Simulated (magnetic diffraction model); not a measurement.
# Magnetic neutron pattern of MnBiN₂

Space group Amm2 (no. 38), a = 3.4090 Å, b = 3.5610 Å, c = 9.5370 Å.

| site | atom | x | y | z |
| --- | --- | --- | --- | --- |
| 2b | Bi | 1/2 | 1/2 | 0.3594 |
| 2a | Mn | 0 | 0 | 0.1463 |
| 2a | N | 0 | 0 | 0.4389 |
| 2b | N | 1/2 | 1/2 | 0.0593 |

This is a made-up structure (elements placed in a structure type, unrelaxed), so the numbers test the method and describe no known phase.

Only Mn is taken to order (form factors of Mn3+); orders and moment sizes are assumed, and not adapted to the symmetry. Radiation: neutrons of λ = 2.52 Å, 3° to 100°; isotropic B of 0.43 Å² (Bi), 0.55 Å² (Mn) and 0.95 Å² (N). The intensities are simulated: I ∝ L Σ (|F_N|² + |F_M⊥|²) for unpolarised neutrons, with F_M = 2.695 fm/μB × Σ f(s) S exp(2πi Q·r) exp(−B s²) at Q = H ± k (one set where k and −k are equivalent), only the part normal to Q counting and L = 1/(sin²θ cos θ). For collinear order S is the moment m, which repeats by lattice and centring translations R with the sign exp(−2πi k·R). Form factors are spin-only for 3d ions and dipole or tabulated for f ions, scattering lengths are Sears's of 1992, and absorption is left out. A label names one of the reflections at its angle. The strongest nuclear line in the range is 100, and lines under 0.2 are left out.

Assume the order k = (0 1/2 1/2), collinear moments along [101], 3.12 μB on Mn.

Q: Where does magnetic intensity appear, and how strong is it?

```tsv
2θ (°)	index	nuclear	magnetic
21.77	(0 1/2 1/2)	0.0	27.9
30.64	(0 0 2)	79.4	0.0
30.81	(0 1/2 -3/2)	0.0	7.3
43.38	(1 0 0)	20.1	0.0
44.01	(0 1/2 5/2)	0.0	1.9
44.38	(0 1 1)	73.6	0.0
49.05	(1 1/2 1/2)	0.0	8.2
54.05	(1 0 2)	12.4	0.0
54.15	(1 1/2 -3/2)	0.0	5.4
59.35	(0 1/2 -7/2)	0.0	0.6
63.51	(1 1/2 5/2)	0.0	2.7
63.80	(1 1 1)	46.7	0.0
63.80	(0 0 4)	2.8	0.0
64.19	(0 1 3)	23.3	0.0
64.67	(0 3/2 -1/2)	0.0	2.1
69.02	(0 3/2 3/2)	0.0	1.6
76.32	(1 1/2 -7/2)	0.0	1.2
76.67	(0 1/2 9/2)	0.0	0.2
77.38	(0 3/2 -5/2)	0.0	0.9
80.32	(1 0 4)	50.5	0.0
80.67	(1 1 3)	100.0	0.0
81.10	(1 3/2 -1/2)	0.0	2.1
85.13	(1 3/2 3/2)	0.0	1.7
89.49	(0 3/2 7/2)	0.0	0.5
90.09	(0 2 0)	23.8	0.0
92.45	(1 1/2 9/2)	0.0	0.6
93.14	(1 3/2 -5/2)	0.0	1.1
95.33	(2 0 0)	22.6	0.0
97.07	(0 1 5)	12.8	0.0
98.12	(0 2 2)	25.5	0.0
99.45	(2 1/2 1/2)	0.0	1.1
```

The strongest magnetic line in the range is (0 1/2 1/2) at 21.77° (27.9). On top of the Lorentz factor, which all lines share, magnetic lines fade with angle because f falls: for Mn3+ it is 0.91, 0.70, 0.46 and 0.14 at sin θ/λ = 0.1, 0.2, 0.3 and 0.5 Å⁻¹, while nuclear lengths stay constant. The order has no net moment.

[Logs are printed without paths, hosts, clocks, repeated set-up lines and the standing remarks that a program may print on its own settings, such as how far it seeks lower states.]
